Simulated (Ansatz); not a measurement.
**WSi2P4 monolayer in a perpendicular field**

Aim: how the WSi2P4 monolayer screens a field along its normal, and what the field does to its bands. A positive field points along +c.

Main program and level: Ansatz 0.2.0; plane-wave DFT, PBE-D3(BJ), Ansatz PAW (set soft_1); PAW set soft_1.

This is a report of a sequence of runs, with most program output left out.

## 1. The structure

The cell holds 7 atoms: 4 P, 2 Si and 1 W. Its edges and angles: a = 3.480 Å, b = 3.480 Å, c = 48.011 Å, α = 90.0°, β = 90.0°, γ = 120.0°. Vacuum lies along c.

## 2. Relaxation

The starting cell is a guess, so the in-plane lattice and the atoms are relaxed first, with the slab cut off from its images along the normal.

input.yaml

```yaml
crystal:
  lattice:
    - [3.48, 0.0, 0.0]
    - [-1.74, 3.0137684052, 0.0]
    - [0.0, 0.0, 48.0110506883]
  atoms:
    - { symbol: P, position: [0.0, 0.0, 0.4113636281] }
    - { symbol: Si, position: [0.3333333333, 0.6666666667, 0.4247863241] }
    - { symbol: P, position: [0.3333333333, 0.6666666667, 0.4687345395] }
    - { symbol: W, position: [0.0, 0.0, 0.5] }
    - { symbol: P, position: [0.3333333333, 0.6666666667, 0.5312654605] }
    - { symbol: Si, position: [0.3333333333, 0.6666666667, 0.5752136759] }
    - { symbol: P, position: [0.0, 0.0, 0.5886363719] }
  periodic: [true, true, false]
kpoints:
  mp_grid: { grid: [12, 12, 1] }
hamiltonian:
  xc: pbe
  dispersion: d3bj
  pseudopotentials: { kind: paw, azcp: { folder: soft_1 } }
scf:
  occupations: { method: fermi_dirac, width: 0.05 }
  convergence: { dr2_threshold: 1.0e-09 }
relax:
  f_tol: 0.004
  max_steps: 90
  cell: {}
output:
  write_potential: true
  write_density: true
  volumetric_format: npy
```

Command:

```
$ ansatz run input.yaml --threads 2 --pin off --max-ram 3072MiB --backend cpu --events-out ev --progress --plain --runs-dir out
```

Wall time 98 s (2 threads of Arm Neoverse V2, shared host); peak memory 0.7 GiB; 3.2 min of CPU time.

Step by step:

```tsv
step	energy less that of the first step (eV)	largest force component (eV/Å)	volume (Å³)
1	0.0000	3.5160	503.54
2	-1.5492	1.4361	500.18
3	-1.8230	0.5193	491.66
4	-1.8577	0.1294	487.02
5	-1.8590	0.0152	486.26
6	-1.8590	0.0030	486.41
7*	-1.8586	0.0029	486.41
```

Relaxation steps marked * repeat the geometry before them on a plane-wave basis chosen anew for their cell, so energy and pressure can jump there.

Forces are held to the 12 operations that the run works with; a distortion that breaks them can't arise in this run.

```tsv
cell as run	before	after	change
a (Å)	3.480	3.420	-1.7 %
b (Å)	3.480	3.420	-1.7 %
```

The atoms that moved most (Å, along periodic axes as changes of fractional coordinates times the final cell, across vacuum about the mean position):

```tsv
atom	dx	dy	dz	length
P1	0.000	0.000	-0.459	0.459
P7	0.000	0.000	0.459	0.459
P3	0.000	0.000	0.065	0.065
P5	0.000	0.000	-0.065	0.065
Si6	0.000	0.000	0.062	0.062
Si2	0.000	0.000	-0.062	0.062
```

The lattice constant a goes from 3.480 to 3.420 Å.

## 3. Atoms held, field 0

A sawtooth potential applies the field, turning back in the middle of the vacuum. With the dipole correction the typed value is the field outside the slab. The induced dipole is small, so the SCF threshold is tight.

The cell differs from the one that the last finished run ended in (c 48.011 → 27.429 Å).

input.yaml

```yaml
crystal:
  lattice:
    - [3.420292851, 0.0, 0.0]
    - [-1.7101464255, 2.9620604973, 0.0]
    - [0.0, 0.0, 27.4287247646]
  atoms:
    - { symbol: P, position: [0.0, 0.0, 0.3281231657] }
    - { symbol: Si, position: [0.3333333333, 0.6666666667, 0.3660885128] }
    - { symbol: P, position: [0.3333333333, 0.6666666667, 0.4476551091] }
    - { symbol: W, position: [0.0, 0.0, 0.5] }
    - { symbol: P, position: [0.3333333333, 0.6666666667, 0.5523448909] }
    - { symbol: Si, position: [0.3333333333, 0.6666666667, 0.6339114872] }
    - { symbol: P, position: [0.0, 0.0, 0.6718768343] }
kpoints:
  mp_grid: { grid: [18, 18, 1] }
  band_path:
    path: [[0, 0, 0], [0.5, 0, 0], [0.33333333, 0.33333333, 0], [0, 0, 0]]
    npoints: 16
hamiltonian:
  xc: pbe
  dispersion: d3bj
  pseudopotentials: { kind: paw, azcp: { folder: soft_1 } }
scf:
  occupations: { method: fermi_dirac, width: 0.02585 }
  convergence: { dr2_threshold: 1.0e-10 }
efield:
  axis: 3
  dipole_correction: true
  ramp_position: 0.97
  ramp_width: 0.06
  amplitude: 0
output:
  dos: { projected: true, e_range: [-6, 5] }
  write_potential: true
  write_density: true
  volumetric_format: npy
  elf: true
```

Wall time 28 s (2 threads); peak memory 0.64 GiB.

This step gave:

| Quantity | Value |
| --- | --- |
| dipole along the normal | 2.29e-6 e·Å |
| gap along the path | 0.9366 eV |
| smallest direct gap along the path | 0.9366 eV |
| ionisation energy, upper face | 5.244 eV |
| electron affinity, upper face | 4.308 eV |
| gap, the smaller of path and mesh | 0.9366 eV |

Running mean over a fixed 2.7 Å (it still follows the layers) of the planar mean; the ramp of the sawtooth is left out. Electron's electrostatic potential energy less the Fermi level against z:

```tsv
z (Å)	electron's electrostatic potential energy less the Fermi level (eV)
3.5	4.78
4.0	4.78
4.5	4.78
5.0	4.77
5.5	4.77
6.0	4.73
6.5	4.56
7.0	3.89
7.5	1.84
8.0	-1.03
8.5	-3.96
9.0	-6.31
9.5	-7.63
10.0	-7.03
10.5	-5.67
11.0	-4.97
11.5	-4.81
12.0	-5.30
12.5	-7.47
13.0	-9.53
13.5	-9.97
14.0	-9.96
14.5	-9.31
15.0	-7.11
15.5	-5.15
16.0	-4.81
16.5	-5.05
17.0	-5.81
17.5	-7.20
18.0	-7.57
18.5	-6.00
19.0	-3.58
19.5	-0.599
20.0	2.22
20.5	4.04
21.0	4.61
21.5	4.74
22.0	4.77
22.5	4.77
23.0	4.78
23.5	4.78
24.0	4.78
```

The density of states has structure finer than the step of the table below, so its rows give means over 0.25 eV, whole bins alone (the curve runs from -6 to 2.46 eV). Peaks (eV: height): -5.810: 7.59, -5.720: 11.8, -5.200: 10.4, -2.940: 8.59, -2.330: 9.87, 1.500: 13.3, 1.990: 8.32.

The density of states by energy, zero at the Fermi level of the run, which the smearing sets inside the gap; means over each step:

```tsv
energy (eV)	density of states (states/eV a cell)
-5.75	5.55
-5.50	3.69
-5.25	4.45
-5.00	3.87
-4.75	2.77
-4.50	2.71
-4.25	3.16
-4.00	3.84
-3.75	3.41
-3.50	4.34
-3.25	5.03
-3.00	6.75
-2.75	5.14
-2.50	5.18
-2.25	7.98
-2.00	5.45
-1.75	3.03
-1.50	3.87
-1.25	3.07
-1.00	1.71
-0.75	1.19
-0.50	0.194
-0.25	0
0.00	0
0.25	0
0.50	0.264
0.75	0.895
1.00	2.82
1.25	4.21
1.50	6.68
1.75	5.38
2.00	4.70
2.25	3.79
```

Projected DOS per atom over height of the atomic layer and energy from the Fermi level. Layers: P Si P W P Si P from below.

Values in states/eV, 22 rows by 7 columns, each cell a mean:
```
0.40 0.51 0.40 0.84 0.40 0.51 0.40
0.48 0.55 0.50 1.67 0.50 0.55 0.48
0.55 0.60 0.36 2.32 0.36 0.60 0.55
0.38 0.46 0.19 1.00 0.19 0.46 0.38
0.04 0.07 0.05 0.50 0.05 0.07 0.04
0.00 0.00 0.00 0.04 0.00 0.00 0.00
0.00 0.00 0.00 0.00 0.00 0.00 0.00
0.00 0.00 0.01 0.09 0.01 0.00 0.00
0.08 0.03 0.08 0.82 0.08 0.03 0.08
0.15 0.08 0.35 1.59 0.35 0.08 0.15
0.52 0.15 0.48 0.91 0.48 0.15 0.52
0.98 0.24 0.76 1.06 0.76 0.24 0.98
1.43 0.32 1.00 1.46 1.00 0.32 1.43
0.93 0.36 0.78 1.13 0.78 0.36 0.93
1.01 0.45 0.87 1.00 0.87 0.45 1.01
0.74 0.45 0.62 0.71 0.62 0.45 0.74
0.57 0.40 0.48 0.69 0.48 0.40 0.57
0.44 0.41 0.38 0.59 0.38 0.41 0.44
0.39 0.32 0.36 0.55 0.36 0.32 0.39
0.45 0.45 0.78 0.88 0.78 0.45 0.45
0.32 0.36 0.76 0.57 0.76 0.36 0.32
0.60 0.60 0.80 0.59 0.80 0.60 0.60
```
Columns: height of the atomic layer (Å) from 9 to 18.4 (not evenly spaced); rows upwards: energy from the Fermi level (eV) from -5.96 to 2.41.

Electronic bands along the path, in eV, zero at the Fermi level of the run, which the smearing sets inside the gap:

```tsv
point	band 18	band 19	band 20	band 21	band 22	band 23	band 24	band 25
Γ	-1.30	-1.22	-1.22	-0.81	2.27	2.27	2.53	2.53
halfway	-2.26	-2.22	-1.93	-1.34	1.27	1.52	2.09	2.15
M	-2.54	-2.34	-1.94	-1.24	0.89	1.02	1.58	1.62
halfway	-2.94	-2.36	-1.85	-1.00	0.94	1.36	1.58	2.47
K	-3.41	-2.23	-1.51	-0.47	0.47	1.02	1.19	1.95
halfway	-2.41	-2.37	-1.89	-1.39	1.42	1.73	2.00	2.99
Γ	-1.30	-1.22	-1.22	-0.81	2.27	2.27	2.53	2.53
```

ELF in the ca plane at fractional y = 0.667, with atoms of Si and P within 0.2 Å of it. It is the smooth field of the valence electrons, not physical close to the nuclei.

Ten even steps from '0' (0.00) to '9' (0.92), each cell a mean:
```
00000000000000014677777642112442122134321124
00000000000000024788766531001221122122210014
00000000000000013567778753224665222256642236
00000000000000000134678865667888523588876656
00000000000000000001356436997347633674479863
00000000000000000000232447996003533520079974
00000000000000000001243337997115633641179963
00000000000000000013577656787788633688778765
00000000000000001356778864346787422478754346
```
Columns run along c (16.0 Å, from fractional 0.06 to 0.64 of the cell), rows up along a (3.4 Å). Atoms in or near the plane, at fractional coordinates: Si at (0.37, 0.33), P at (0.45, 0.33), P at (0.55, 0.33), Si at (0.63, 0.33).

Electrostatic potential energy in the ca plane at fractional y = 0.667, with atoms of Si and P within 0.2 Å of it. With pseudopotentials it is smooth inside the atoms' cores, unlike the true potential.

Values in eV, 5 rows by 16 columns, each cell a mean:
```
  6   6   6   1  -3   2   4   3  -8  -5   4   4   2  -3   2   6
  6   6   6   2  -3  -2   2  -1  -4  -3  -1   2  -3  -2   3   6
  6   6   6   4 -16 -25 -10 -36  -6 -12 -35  -8 -28 -10   5   6
  6   6   6   4 -20 -24 -15 -44  -9 -17 -43 -13 -24 -14   5   6
  6   6   6   3  -6 -11  -1 -12  -3  -4 -12  -1 -13  -3   4   6
```
Columns run along c (16.0 Å, from fractional 0.18 to 0.77 of the cell; values clipped at the 3rd and 97th percentile), rows up along a (3.4 Å). Atoms in or near the plane, at fractional coordinates: Si at (0.37, 0.33), P at (0.45, 0.33), P at (0.55, 0.33), Si at (0.63, 0.33).

Valence density in the ca plane at fractional y = 0.667, with atoms of Si and P within 0.2 Å of it. It is the smooth field of the valence electrons, not physical close to the nuclei.

Ten even steps from '0' (0.00 e/Å³) to '9' (0.81 e/Å³), each cell a mean:
```
00000000123443211011233565332110112344321000
00000000123443210001223575321100012344321000
00000000123454321112344454443211123454310000
00000000012455432345776434677533234553210000
00000000001344345677687434786776533443100000
00000000001332137895147435741598731232100000
00000000001343236796367434763697632343100000
00000000012355434457897434798754434553210000
00000000012455322123555444555321224554210000
```
Columns run along c (16.0 Å, from fractional 0.18 to 0.77 of the cell), rows up along a (3.4 Å). Atoms in or near the plane, at fractional coordinates: Si at (0.37, 0.33), P at (0.45, 0.33), P at (0.55, 0.33), Si at (0.63, 0.33).

The gap is 0.94 eV, with the valence edge 5.24 eV and the conduction edge 4.31 eV under the upper vacuum level. Spin-orbit coupling, left out in this run, matters for the bands of elements this heavy.

## 4. Single point, field 0.1 V/Å

Changes to input.yaml since step 3:

```diff
@@ -28,7 +28,6 @@
   dipole_correction: true
-  ramp_position: 0.97
-  ramp_width: 0.06
-  amplitude: 0
+  ramp_position: 0.9552
+  ramp_width: 0.0897
+  amplitude: 0.1
 output:
-  dos: { projected: true, e_range: [-6, 5] }
   write_potential: true
@@ -36,2 +35 @@
   volumetric_format: npy
-  elf: true
```

Wall time 28 s (2 threads); peak memory 0.62 GiB; 55 s of CPU time.

The dipole is 0.0631 e·Å, and the gap 0.937 eV.

## 5. Atoms held, field -0.1 V/Å

Changes to input.yaml since step 4:

```diff
@@ -30,3 +30,3 @@
   ramp_width: 0.0897
-  amplitude: 0.1
+  amplitude: -0.1
 output:
```

Elapsed: 28 s, on 2 threads; peak memory 0.62 GiB; 56 s of CPU time.

The dipole is -0.0631 e·Å, and the gap 0.937 eV.

## 6. Response, atoms held

This step: plane-wave DFT, PBE-D3(BJ), Ansatz PAW (set soft_1); response to a field along the normal, atoms held; PAW set soft_1 (Ansatz 0.2.0).

The dipoles give the slope, and the difference of two potentials shows where the field is screened.

Numbers from this step:

```
equivalent conductor thickness p/(ε₀AE) : 11.27 Å
distance between the outer atoms        : 9.429 Å
```

Table of dipole of the cell by applied field:

```tsv
applied field (V/Å)	dipole of the cell (e·Å)
-0.1000	-0.0631
0.0000	2.3e-6
0.1000	0.0631
```

Local field over the applied field, running mean. From the potentials at -0.1 and 0.1 V/Å; running mean over 2.5 Å. The local field over applied field by z:

```tsv
z (Å)	local field over applied field
5	0.995
6	0.961
7	0.781
8	0.434
9	0.126
10	0.0693
11	0.0938
12	0.0717
13	0.0443
14	0.0350
15	0.0567
16	0.0944
17	0.0760
18	0.0757
19	0.283
20	0.639
21	0.912
22	0.988
23	0.999
```

The induced electron density oscillates, so the rows of the table below give means over windows of 0.5 Å about each position, cut where the curve ends. Its maxima inside the range that stand out by 2 % of the span (Å: e/Å³ per V/Å): 8.00: 0.00368, 9.29: 8.5e-4, 11.00: 5.6e-4, 12.29: 8.2e-4, 14.57: 3.6e-4, 15.86: -2.7e-5, 17.29: 0.00157, 18.57: -4.7e-4. Its minima: 8.86: 4.7e-4, 10.14: -0.00157, 11.57: 2.7e-5, 12.86: -3.6e-4, 15.14: -8.2e-4, 16.43: -5.6e-4, 18.14: -8.5e-4, 19.43: -0.00368.

Electrons, planar mean, per unit field. The induced electron density by z; means over each step:

```tsv
z (Å)	induced electron density (e/Å³ per V/Å)
4.5	6.9e-6
5.0	2.2e-5
5.5	6.7e-5
6.0	2.0e-4
6.5	5.3e-4
7.0	0.00132
7.5	0.00269
8.0	0.00349
8.5	0.00181
9.0	6.1e-4
9.5	4.5e-4
10.0	-0.00116
10.5	-6.4e-4
11.0	4.5e-4
11.5	1.6e-4
12.0	5.2e-4
12.5	3.5e-4
13.0	-2.8e-4
13.5	-1.1e-4
14.0	1.3e-4
14.5	2.7e-4
15.0	-4.9e-4
15.5	-4.1e-4
16.0	-2.1e-4
16.5	-4.0e-4
17.0	8.7e-4
17.5	9.8e-4
18.0	-5.9e-4
18.5	-6.2e-4
19.0	-0.00215
19.5	-0.00351
20.0	-0.00248
20.5	-0.00117
21.0	-4.7e-4
21.5	-1.7e-4
22.0	-5.7e-5
22.5	-1.9e-5
23.0	-5.8e-6
```

The smaller of the gaps on the path and on the k-mesh, counted as 0 under 0.03 eV. The gap stays at 0.937 eV for applied field from -0.1 to 0.1 V/Å.

By hand: between -0.1 and 0.1 V/Å the dipole changes by 0.1261 e·Å, a slope of 0.6307 e·Å²/V. A perfect conductor of thickness t has p = ε₀AEt, so t = 180.95 × 0.6307 / 10.131 = 11.27 Å (e/ε₀ = 180.95 V·Å, A in Å²).

The induced dipole is that of a conductor 11.27 Å thick.

## 7. Results

```yaml
gap_without_field: 0.937 eV
ionisation_energy_upper_face: 5.24 eV
electron_affinity_upper_face: 4.31 eV
equivalent_conductor_thickness_atoms_held: 11.3 Å
```

What this shows: The induced dipole equals that of a perfect conductor 11.27 Å thick, while the outer atoms lie 9.43 Å apart; an out-of-plane ε follows only once a thickness t is chosen, by 1 − 1/ε = 11.27 Å / t. The gap stays within 0.01 eV of 0.94 eV over the fields run, up to 0.1 V/Å in size. Semilocal functionals give gaps that are too small, and excitons are not included. Spin-orbit coupling is left out, which matters for the bands of elements this heavy. The outer anions sit over the metal atoms, one of several polytypes of such layers and not the lowest for every compound.

[Logs are printed without paths, hosts, clocks, repeated set-up lines and the standing remarks that a program may print on its own settings, such as how far it seeks lower states.]

[Hosts, paths, dates, database ids (printed as entryN), source tags and the programs' standing remarks are cut or masked in the printed files.]

[Maps of the electrostatic potential energy from Ansatz leave out the sawtooth potential of an applied field or a dipole correction, so their vacuum need not be flat; planar profiles and work functions include it.]

[The density of states shown here was stored with 400 of the rows of the run's finer table, so its peaks can read low, often by over a quarter, or be missed, and its means over a window can be off by a tenth or more.]
